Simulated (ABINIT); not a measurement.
# Quasiparticle gap of MgO (Periclase) in ABINIT, part 2 of 3

Wanted: ground state, empty states, screening and self-energy for MgO (Periclase).

ABINIT 10.8.3; PBE and many-body steps on it, plane waves. Known limits of the many-body steps: not at the basis limit.

So far. Step 2 (Ground state): The gap is direct, at Γ.

The database entry behind the starting cell differs from later determinations by our own check (about 0.1 % long), so it need not match the best structure at ambient conditions.

**3. Bands along the symmetry lines**

Level of this step: DFT, PBE, plane waves, norm-conserving pseudopotentials (ABINIT).

The cheap functional maps the bands first; the places of the edges decide which points the dearer methods must see.

run.abi

```
acell 3*1.0 Angstrom
rprim 
  -0.000000000000 2.108500000000 2.108500000000
  2.108500000000 0.000000000000 2.108500000000
  2.108500000000 2.108500000000 0.000000000000
ntypat 2
znucl 12 8
natom 2
typat 1 2
xred 
  0.000000000000 0.000000000000 0.000000000000
  0.500000000000 0.500000000000 0.500000000000
pp_dirpath "pseudos"
pseudos "Mg.upf, O.upf"
ecut 38
iscf -2
irdden 1
kptopt 0
nkpt 50
kpt 
  0.00000000 0.00000000 0.00000000
  0.06250000 0.00000000 0.06250000
  0.12500000 0.00000000 0.12500000
  0.18750000 0.00000000 0.18750000
  0.25000000 0.00000000 0.25000000
  0.31250000 0.00000000 0.31250000
  0.37500000 0.00000000 0.37500000
  0.43750000 0.00000000 0.43750000
  0.50000000 0.00000000 0.50000000
  0.51562500 0.03125000 0.51562500
  0.53125000 0.06250000 0.53125000
  0.54687500 0.09375000 0.54687500
  0.56250000 0.12500000 0.56250000
  0.57812500 0.15625000 0.57812500
  0.59375000 0.18750000 0.59375000
  0.60937500 0.21875000 0.60937500
  0.62500000 0.25000000 0.62500000
  0.37500000 0.37500000 0.75000000
  0.32812500 0.32812500 0.65625000
  0.28125000 0.28125000 0.56250000
  0.23437500 0.23437500 0.46875000
  0.18750000 0.18750000 0.37500000
  0.14062500 0.14062500 0.28125000
  0.09375000 0.09375000 0.18750000
  0.04687500 0.04687500 0.09375000
  0.00000000 0.00000000 0.00000000
  0.06250000 0.06250000 0.06250000
  0.12500000 0.12500000 0.12500000
  0.18750000 0.18750000 0.18750000
  0.25000000 0.25000000 0.25000000
  0.31250000 0.31250000 0.31250000
  0.37500000 0.37500000 0.37500000
  0.43750000 0.43750000 0.43750000
  0.50000000 0.50000000 0.50000000
  0.50000000 0.46875000 0.53125000
  0.50000000 0.43750000 0.56250000
  0.50000000 0.40625000 0.59375000
  0.50000000 0.37500000 0.62500000
  0.50000000 0.34375000 0.65625000
  0.50000000 0.31250000 0.68750000
  0.50000000 0.28125000 0.71875000
  0.50000000 0.25000000 0.75000000
  0.50000000 0.21875000 0.71875000
  0.50000000 0.18750000 0.68750000
  0.50000000 0.15625000 0.65625000
  0.50000000 0.12500000 0.62500000
  0.50000000 0.09375000 0.59375000
  0.50000000 0.06250000 0.56250000
  0.50000000 0.03125000 0.53125000
  0.50000000 0.00000000 0.50000000
istwfk *1
nband 15
nbdbuf 2
tolwfr 1e-08
nstep 40
prtwf 0
prtvol 0
indata_prefix "in"
outdata_prefix "out"
tmpdata_prefix "tmp"
```

Run with:

```
$ OMP_NUM_THREADS=1 mpirun -n 8 abinit run.abi > log
```

Numbers of over 12 decimals in the logs are rounded to 6 here.

Log:

```text
.Version 10.8.3 of ABINIT. v10.8.2 released Aug 2026.

 Symmetries : space group Fm -3 m (#225); Bravais cF (face-center cubic)
[... echo of the input left out ...]
== DATASET  1 ==================================================================
-   mpi_nproc: 8, omp_nthreads: 1 (-1 if OMP is not activated)

--- !DatasetInfo
iteration_state: {dtset: 1, }
dimensions: {natom: 2, nkpt: 50, mband: 15, nsppol: 1, nspinor: 1, nspden: 1, mpw: 1429, }
cutoff_energies: {ecut:  38.0, pawecutdg:  -1.0, }
electrons: {nelect:   1.60000000E+01, charge:   0.00000000E+00, occopt:   1.00000000E+00, tsmear:   1.00000000E-02, }

 Real(R)+Recip(G) space primitive vectors, cartesian coordinates (Bohr,Bohr^-1):
 R(1)=  0.0000000  3.9844875  3.9844875  G(1)= -0.1254867  0.1254867  0.1254867
 R(2)=  3.9844875  0.0000000  3.9844875  G(2)=  0.1254867 -0.1254867  0.1254867
 R(3)=  3.9844875  3.9844875  0.0000000  G(3)=  0.1254867  0.1254867 -0.1254867
 Unit cell volume ucvol=  1.2651657E+02 bohr^3
 Angles (23,13,12)=  6.00000000E+01  6.00000000E+01  6.00000000E+01 degrees

 getcut: wavevector=  0.0000  0.0000  0.0000  ngfft=  32  32  32
         ecut(hartree)=     38.000   => boxcut(ratio)=   2.04647

--- Pseudopotential description ------------------------------------------------
- Mg Generated using ONCVPSP code by D. R. Hamann
- 12.00000  10.00000  171031                  znucl, zion, pspdat
12 -101130 1 -1 1510                          pspcod,pspxc,lmax,lloc,mmax
     nproj     2     2     0
  pspatm : epsatm=    9.22893308
         --- l  ekb(1:nproj) -->
             0    2.250005   -0.808630
             1   -6.469357   -2.503313
 pspatm: atomic psp has been read  and splines computed

- O Generated using ONCVPSP code by D. R. Hamann
-  8.00000   6.00000  171031                  znucl, zion, pspdat
12 -101130 2 -1 936                           pspcod,pspxc,lmax,lloc,mmax
     nproj     2     2     1
  pspatm : epsatm=    6.19545534
         --- l  ekb(1:nproj) -->
             0    6.056735    0.824024
[...]
2   -1.331955
 pspatm: atomic psp has been read  and splines computed

--------------------------------------------------------------------------------

================================================================================
 prteigrs : about to open file out_EIG
 Non-SCF case, kpt    1 (  0.00000  0.00000  0.00000), residuals and eigenvalues=
  3.60E-09  2.55E-09  4.12E-09  5.08E-09  1.16E-09  2.24E-09  6.07E-09  9.24E-09
  6.01E-09  1.99E-09  1.74E-09  2.76E-09  8.02E-09  4.95E-08  3.37E-07
 -2.4872E+00 -1.2653E+00 -1.2653E+00 -1.2653E+00 -4.5853E-01  1.7247E-01
  1.7247E-01  1.7247E-01  3.4641E-01  7.5821E-01  7.5821E-01  7.5821E-01
[...]
Non-SCF case, kpt    2 (  0.06250  0.00000  0.06250), residuals and eigenvalues=
  2.74E-09  3.07E-09  2.71E-09  4.77E-09  4.33E-09  9.35E-09  1.48E-09  2.57E-09
[...]
3.39E-09  2.60E-09  2.56E-09  5.71E-09  3.88E-09  6.53E-09  8.09E-10  1.29E-09
  3.31E-10  3.45E-10  2.28E-09  3.59E-09  9.99E-09  4.76E-08  6.44E-07
[...]
Non-SCF case, kpt   49 (  0.50000  0.03125  0.53125), residuals and eigenvalues=
[...]
Non-SCF case, kpt   50 (  0.50000  0.00000  0.50000), residuals and eigenvalues=
[...]
-2.4868E+00 -1.2679E+00 -1.2663E+00 -1.2663E+00 -4.0228E-01  2.4594E-02
  1.2366E-01  1.2366E-01  5.1138E-01  5.3902E-01  6.5222E-01  8.6839E-01
[...]
--- !ResultsGS
iteration_state: {dtset: 1, }
comment   : Summary of ground state results
lattice_vectors:
- [ -0.0000000,   3.9844875,   3.9844875, ]
- [  3.9844875,   0.0000000,   3.9844875, ]
- [  3.9844875,   3.9844875,   0.0000000, ]
lattice_lengths: [   5.63492,    5.63492,    5.63492, ]
lattice_angles: [ 60.000,  60.000,  60.000, ] # degrees, (23, 13, 12)
lattice_volume:   1.2651657E+02
convergence: {deltae:  0.000E+00, res2:  0.000E+00, residm:  9.990E-09, diffor:  0.000E+00, }
etotal    :  -7.60508220E+01
entropy   :   0.00000000E+00
fermie    :   1.72472836E-01
cartesian_stress_tensor: null
pressure_GPa: null
xred      :
- [  0.0000E+00,   0.0000E+00,   0.0000E+00, Mg]
- [  5.0000E-01,   5.0000E-01,   5.0000E-01,  O]
cartesian_forces: null
force_length_stats: {min: null, max: null, mean: null, }

 Integrated electronic density in atomic spheres:
 ------------------------------------------------
 Atom  Sphere_radius  Integrated_density
[...]
================================================================================

 ----iterations are completed or convergence reached----

 Mean square residual over all n,k,spin=   36.121E-10; max=  99.904E-10
 reduced coordinates (array xred) for    2 atoms
       0.000000000000      0.000000000000      0.000000000000
       0.500000000000      0.500000000000      0.500000000000

 cartesian coordinates (angstrom) at end:
    1      0.000000     0.000000     0.000000
    2      2.108500     2.108500     2.108500
 length scales=  1.889726125908  1.889726125908  1.889726125908 bohr
              =  1.000000000000  1.000000000000  1.000000000000 angstroms
 prteigrs : about to open file out_EIG
 Eigenvalues (hartree) for nkpt=  50  k points:
 kpt#   1, nband= 15, wtk=  1.00000, kpt=  0.0000  0.0000  0.0000 (reduced coord)
[...]
kpt#   2, nband= 15, wtk=  1.00000, kpt=  0.0625  0.0000  0.0625 (reduced coord)
[...]
kpt#   3, nband= 15, wtk=  1.00000, kpt=  0.1250  0.0000  0.1250 (reduced coord)
[...]
kpt#  49, nband= 15, wtk=  1.00000, kpt=  0.5000  0.0313  0.5313 (reduced coord)
  -2.48682   -1.26791   -1.26635   -1.26633   -0.40219    0.02529    0.12225    0.12304
   0.51360    0.54123    0.65148    0.86365    0.86992    1.11245    1.17252
 kpt#  50, nband= 15, wtk=  1.00000, kpt=  0.5000  0.0000  0.5000 (reduced coord)
  -2.48682   -1.26793   -1.26634   -1.26634   -0.40228    0.02459    0.12366    0.12366
   0.51138    0.53902    0.65222    0.86839    0.86839    1.10940    1.17063

== END DATASET(S) ==============================================================
================================================================================

 -outvars: echo values of variables after computation  --------
            nband          15
             nkpt          50
          spgroup         225
 [... the other variables as echoed above ...]

 Calculation completed.
```

Run time: 2.4 s. Hardware: 8 MPI ranks of Arm Neoverse V2, shared host; peak memory 0.07 GiB.

This step gave:

```
gap                        : 4.733 eV
k of the valence top       : 0, 0, 0
k of the conduction bottom : 0, 0, 0
least direct gap           : 4.733 eV
```

The gap is 4.733 eV, as in the run before at this level.

The electronic bands at the labelled points (eV, zero at the top of the highest filled band; v1 is the highest filled band, c1 the lowest empty one):

| point | v4 | v3 | v2 | v1 | c1 | c2 | c3 | c4 |
| --- | --- | --- | --- | --- | --- | --- | --- | --- |
| Γ | -17.17 | 0.00 | 0.00 | 0.00 | 4.73 | 15.94 | 15.94 | 15.94 |
| halfway | -16.41 | -2.60 | -0.72 | -0.72 | 8.06 | 11.27 | 15.51 | 17.50 |
| X | -15.64 | -4.02 | -1.33 | -1.33 | 9.22 | 9.97 | 13.05 | 18.94 |
| halfway | -15.62 | -3.87 | -1.77 | -1.27 | 9.59 | 10.49 | 12.90 | 18.58 |
| U | -15.61 | -3.44 | -2.67 | -1.12 | 10.14 | 11.76 | 12.51 | 18.11 |
| jump to K | -15.61 | -3.44 | -2.67 | -1.12 | 10.14 | 11.76 | 12.51 | 18.11 |
| halfway | -16.34 | -2.91 | -1.16 | -0.38 | 8.15 | 12.04 | 15.37 | 17.95 |
| Γ | -17.17 | 0.00 | 0.00 | 0.00 | 4.73 | 15.94 | 15.94 | 15.94 |
| halfway | -16.57 | -2.63 | -0.33 | -0.33 | 7.09 | 12.61 | 16.73 | 16.73 |
| L | -15.86 | -4.57 | -0.63 | -0.63 | 7.91 | 12.57 | 16.32 | 16.32 |
| halfway | -15.72 | -3.96 | -1.90 | -0.97 | 9.68 | 12.18 | 13.50 | 16.90 |
| W | -15.58 | -2.91 | -2.91 | -1.75 | 11.66 | 11.66 | 12.15 | 15.52 |
| halfway | -15.61 | -3.73 | -1.87 | -1.54 | 10.08 | 10.85 | 12.73 | 17.32 |
| X | -15.64 | -4.02 | -1.33 | -1.33 | 9.22 | 9.97 | 13.05 | 18.94 |

The electronic bands as a text plot (rows in eV, shown from -8.0 to 10.7 only):

```
   10.3 |       ++   +++ +++++                         +     ++++
    9.6 |         +++++++                             +       +++
    8.8 |       ++            ++                    ++
    8.0 |     ++                +              +++++
    7.2 |    +                   ++         +++
    6.4 |                                  +
    5.7 |  ++                      ++    ++
    4.9 |++                          ++++
    4.1 |
    3.3 |
    2.5 |
    1.8 |
    1.0 |
    0.2 |**                        ********
   -0.6 | ********         ***********  ***************
   -1.4 |  **     *********     *  **               ** **********
   -2.1 |    *         ***  **** **        *          **    **
   -2.9 |     ****        **    *           *           ****
   -3.7 |         ********* ****             ***      ***   *****
   -4.5 |                                       ******
   -5.3 |
   -6.0 |
   -6.8 |
   -7.6 |
         Γ           X  U|K            Γ         L        W     X
```

**4. Empty states on the mesh, 6×6×6 mesh, 154 bands**

The sums over transitions need many empty states on a uniform mesh; this step solves for them.

run.abi

```
acell 3*1.0 Angstrom
rprim 
  -0.000000000000 2.108500000000 2.108500000000
  2.108500000000 0.000000000000 2.108500000000
  2.108500000000 2.108500000000 0.000000000000
ntypat 2
znucl 12 8
natom 2
typat 1 2
xred 
  0.000000000000 0.000000000000 0.000000000000
  0.500000000000 0.500000000000 0.500000000000
pp_dirpath "pseudos"
pseudos "Mg.upf, O.upf"
ecut 38
ngkpt 6 6 6
nshiftk 1
shiftk 0 0 0
kptopt 1
chksymbreak 0
irdden 1
istwfk *1
nband 154
prtvol 0
optdriver 6
gwr_task "HDIAGO"
paral_kgb 0
occopt 1
indata_prefix "in"
outdata_prefix "out"
tmpdata_prefix "tmp"
```

Log:

```text
[banner, memory and clock lines left out]
.Version 10.8.3 of ABINIT. v10.8.2 released Aug 2026.

 Symmetries : space group Fm -3 m (#225); Bravais cF (face-center cubic)
[... echo of the input left out ...]
== DATASET  1 ==================================================================
-   mpi_nproc: 8, omp_nthreads: 1 (-1 if OMP is not activated)

--- !DatasetInfo
iteration_state: {dtset: 1, }
dimensions: {natom: 2, nkpt: 16, mband: 154, nsppol: 1, nspinor: 1, nspden: 1, mpw: 1430, }
cutoff_energies: {ecut:  38.0, pawecutdg:  -1.0, }
electrons: {nelect:   1.60000000E+01, charge:   0.00000000E+00, occopt:   1.00000000E+00, tsmear:   1.00000000E-02, }

.Using double precision arithmetic; gwpc =  8

- Reading GS density from: in_DEN

--- Pseudopotential description ------------------------------------------------
- Mg Generated using ONCVPSP code by D. R. Hamann
- 12.00000  10.00000  171031                  znucl, zion, pspdat
12 -101130 1 -1 1510                          pspcod,pspxc,lmax,lloc,mmax
     nproj     2     2     0
  pspatm : epsatm=    9.22893308
         --- l  ekb(1:nproj) -->
             0    2.250005   -0.808630
             1   -6.469357   -2.503313
 pspatm: atomic psp has been read  and splines computed

- O Generated using ONCVPSP code by D. R. Hamann
-  8.00000   6.00000  171031                  znucl, zion, pspdat
12 -101130 2 -1 936                           pspcod,pspxc,lmax,lloc,mmax
     nproj     2     2     1
  pspatm : epsatm=    6.19545534
         --- l  ekb(1:nproj) -->
             0    6.056735    0.824024
             1   -4.717130   -1.149271
             2   -1.331955
 pspatm: atomic psp has been read  and splines computed

   2.46790215E+02                                ecore*ucvol(ha*bohr**3)

 Total charge density [el/Bohr^3]
)     Maximum=    3.3935E+00  at reduced coord.    0.0625    0.9375    0.9688
)     Minimum=    9.8865E-03  at reduced coord.    0.2500    0.2500    0.2500
   Integrated=    1.6000E+01

 === KS gaps after direct diagonalization ===
 Direct band gap semiconductor
 Fundamental gap:     4.733 (eV)
   VBM:     4.693 (eV) at k: [ 0.0000E+00,  0.0000E+00,  0.0000E+00]
   CBM:     9.426 (eV) at k: [ 0.0000E+00,  0.0000E+00,  0.0000E+00]
 Direct gap:         4.733 (eV) at k: [ 0.0000E+00,  0.0000E+00,  0.0000E+00]

== END DATASET(S) ==============================================================

 -outvars: echo values of variables after computation  --------
           etotal      0.0000000000E+00
            nband         154
             nkpt          16
          spgroup         225
 [... the other variables as echoed above ...]

 Calculation completed.
```

The job ended after 6 s (8 MPI ranks; peak memory 1.3 GiB).

Numbers from this step:

```yaml
gap: 4.733 eV
k_of_the_valence_top: 0, 0, 0
k_of_the_conduction_bottom: 0, 0, 0
least_direct_gap: 4.733 eV
k_points_computed: 16
lowest_point_of_the_top_converged_band_above_the_valence_top: 202.6857 eV
```

On this mesh the gap is 4.733 eV.

**5. Screening, 6×6×6 mesh, 146 bands, screening to 261.2 eV**

The RPA dielectric matrix is built and inverted for each q.

This step: RPA screening on PBE, plane waves, norm-conserving pseudopotentials.

run.abi, as its differences from that of step 4:

```diff
@@ -20,10 +20,11 @@
 chksymbreak 0
-irdden 1
 istwfk *1
-nband 154
-prtvol 0
-optdriver 6
-gwr_task "HDIAGO"
-paral_kgb 0
 occopt 1
+irdwfk 1
+optdriver 3
+nband 146
+ecuteps 9.6
+inclvkb 2
+awtr 1
+symchi 1
 indata_prefix "in"
```

Log:

```text
.Version 10.8.3 of ABINIT. v10.8.2 released Aug 2026.

 Symmetries : space group Fm -3 m (#225); Bravais cF (face-center cubic)
[... echo of the input left out ...]
== DATASET  1 ==================================================================
-   mpi_nproc: 8, omp_nthreads: 1 (-1 if OMP is not activated)

--- !DatasetInfo
iteration_state: {dtset: 1, }
dimensions: {natom: 2, nkpt: 16, mband: 146, nsppol: 1, nspinor: 1, nspden: 1, mpw: 1430, }
cutoff_energies: {ecut:  38.0, pawecutdg:  -1.0, }
electrons: {nelect:   1.60000000E+01, charge:   0.00000000E+00, occopt:   1.00000000E+00, tsmear:   1.00000000E-02, }

 SCREENING: Calculation of the susceptibility and dielectric matrices

 Based on a program developped by R.W. Godby, V. Olevano, G. Onida, and L. Reining.
 Incorporated in ABINIT by V. Olevano, G.-M. Rignanese, and M. Torrent.
.Using double precision arithmetic ; gwpc =  8

[... cell and pseudopotentials left out ...]
--------------------------------------------------------------------------------

 ==== K-mesh for the wavefunctions ====
 Number of points in the irreducible wedge :    16
[... list of points left out ...]
 Together with 48 symmetry operations and time-reversal symmetry
 yields   216 points in the full Brillouin Zone.

 ==== Q-mesh for the screening function ====
 Number of points in the irreducible wedge :    16
[... list of points left out ...]
 Together with 48 symmetry operations and time-reversal symmetry
 yields   216 points in the full Brillouin Zone.

 setmesh: FFT mesh size selected  =    24x   24x   24
          total number of points  =        13824

 vcoul_init : cutoff-mode = AUXILIARY_FUNCTION
 q-points for optical limit:   1
     1)      0.000010    0.000020    0.000030

- screening: taking advantage of time-reversal symmetry
- Maximum band index for partially occupied states nbvw = 8
- Remaining bands to be divided among processors   nbcw = 138
- Number of bands treated by each node ~17

 Number of electrons calculated from density =   16.0000; Expected =   16.0000
 average of density, n =  0.126466
 r_s =    1.2359
 omega_plasma =   34.3038 [eV]

 calculating chi0 at frequencies [eV] :
  1    0.000000E+00    0.000000E+00
  2    0.000000E+00    3.430377E+01

--------------------------------------------------------------------------------
  q-point number  1        q = ( 0.000000, 0.000000, 0.000000) [r.l.u.]
--------------------------------------------------------------------------------
[... chi0 elements left out ...]
 For q-point:  0.000010 0.000020 0.000030
  dielectric constant =   3.0365
  dielectric constant without local fields =   3.2583

  Average fulfillment of the sum rule on Im[epsilon] for q-point    1 :     83.57  [%]
[... wings left out ...]
  q-point number  2        q = ( 0.166667, 0.000000, 0.000000) [r.l.u.]
--------------------------------------------------------------------------------
[... chi0 elements left out ...]
  Average fulfillment of the sum rule on Im[epsilon] for q-point    2 :     95.02  [%]

 [... 14 further q-points ...]
```

Wall time 46 s (8 MPI ranks); peak memory 1.5 GiB.

This step gave:

* ε∞ with local fields, on this mesh, along the program's q direction: 3.037
* the same without local fields: 3.258
* plasma frequency: 34.30 eV
* plane waves in the screening matrix: 169

Local fields lower ε∞ by 7 %.

[end of part 2 of 3]

[Paths, hosts, dates, memory and timing lines, banners, echoed tables and standing remarks are left out of the program output.]

[Logs are printed without paths, hosts, clocks, repeated set-up lines and the standing remarks that a program may print on its own settings, such as how far it seeks lower states.]

[Runs of the session that timed out or met a known fault of the program may be left out.]

[Hosts, paths, dates, database ids (printed as entryN), source tags and the programs' standing remarks are cut or masked in the printed files.]

[G0W0 gaps are taken among the corrected bands and points alone; a level outside them can change the order at an edge.]

[Where Ansatz stands beside ABINIT at settings called matched, ABINIT's density can come from a denser mesh and the files from another edition; pairs whose starting gaps differed by over 0.03 eV were left out, so agreement reads better than it is.]
